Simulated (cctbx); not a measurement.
## Diagnosing a refinement

Cell a = 4.7880 Å, b = 4.7880 Å, c = 13.7070 Å, α = 90.00°, β = 90.00°, γ = 120.00°; space group P6_3/mmc (no. 194). The compound is Sc3Co7B2.

The data are simulated with cctbx, not measured: Cu Kα, λ = 1.54184 Å, to d = 0.83 Å, 70 % of the full sphere, strongest reflection 5000 counts, noise from counting, a 1.5 % proportional error and a noise floor of 8 counts (s.d.); no absorption.

An anisotropic refinement with weights 1/σ² prints:

```text
Rint 0.046, 121 unique reflections to 0.83 A
cycle     R1     wR2    GooF  max shift (A)
   1  0.0495  0.0889   3.721   0.00279
   2  0.0438  0.0784   3.281   0.00000
final R1 0.0438 wR2 0.0784 GooF 3.281  parameters 15  data/parameter 8.1
atom        x        y        z      Ueq    occ   su(xyz)  su(Uiso or U11)
Co1    0.33610  0.16805  0.85205   0.0307  1.000  0.00066  0.0012
Co2    0.00000  0.00000  0.00000   0.0225  1.000  0.00000  0.0017
Sc1    0.33333  0.66667  0.75000   0.0269  1.000  0.00000  0.0021
Sc2    0.66667  0.33333  0.46979   0.0326  1.000  0.00033  0.0016
B1     0.33333  0.66667  0.25000   0.0395  1.000  0.00000  0.0157
difference map: max 6.86 min -1.03 rms 0.30
Q1    0.0000  0.0000  0.2500    2    6.86  1.97 A from Co1
Q2    0.0000  0.0000  0.0000    2    0.71  0.00 A from Co2
Q3    0.3333  0.6667  0.5704    4    0.57  0.55 A from Sc2
Q4    0.1225  0.2451  0.2500    6    0.53  1.45 A from Co1
Q5    0.2342  0.4685  0.6750   12    0.50  1.32 A from Sc1
Q6    0.2162  0.4324  0.5286   12    0.46  0.97 A from Sc2
```

Q: Accept it or mend it, and why?

Mend it. The fault: an atom left out, B at (0, 0, 1/4). Against the right model at the same level, R1 goes from 0.0156 to 0.0438 and GooF from 0.97 to 3.28 and the top difference peak, 6.9 e/Å³, lies 1.97 Å from Co1. Q1 is the missing atom. With scattering power missing, scale and phases suffer, so peaks may also grow on the heavy atoms.

The compound is Sc3Co7B2. The right model at the same level gives:

```text
Rint 0.046, 121 unique reflections to 0.83 A
cycle     R1     wR2    GooF  max shift (A)
   1  0.0217  0.0369   1.561   0.00035
   2  0.0156  0.0230   0.970   0.00000
final R1 0.0156 wR2 0.0230 GooF 0.970  parameters 17  data/parameter 7.1
atom        x        y        z      Ueq    occ   su(xyz)  su(Uiso or U11)
Co1    0.33568  0.16784  0.85197   0.0312  1.000  0.00020  0.0004
Co2    0.00000  0.00000  0.00000   0.0223  1.000  0.00000  0.0005
Sc1    0.33333  0.66667  0.75000   0.0287  1.000  0.00000  0.0007
Sc2    0.66667  0.33333  0.46962   0.0331  1.000  0.00009  0.0005
B1     0.00000  0.00000  0.25000   0.0331  1.000  0.00000  0.0046
B2     0.33333  0.66667  0.25000   0.0509  1.000  0.00000  0.0061
difference map: max 0.53 min -0.68 rms 0.14
Q1    0.2440  0.4880  0.6718   12    0.55  1.30 A from Sc1
Q2    0.0858  0.1716  0.5507   12    0.48  0.99 A from Co2
Q3    0.1174  0.2347  0.2500    6    0.42  0.97 A from B1
Q4    0.2224  0.4449  0.5298   12    0.41  0.92 A from Sc2
Q5    0.2092  0.4183  0.7500    6    0.40  1.03 A from Sc1
Q6    0.1941  0.5970  0.1696   12    0.40  1.23 A from Co1
```

The model was made for the exercise: a known structure type with other elements put in, its volume estimated, not relaxed; displacement parameters are assumed.

[Middle refinement cycles are left out of these outputs.]

[Logs are printed without paths, hosts, clocks, repeated set-up lines and the standing remarks that a program may print on its own settings, such as how far it seeks lower states.]
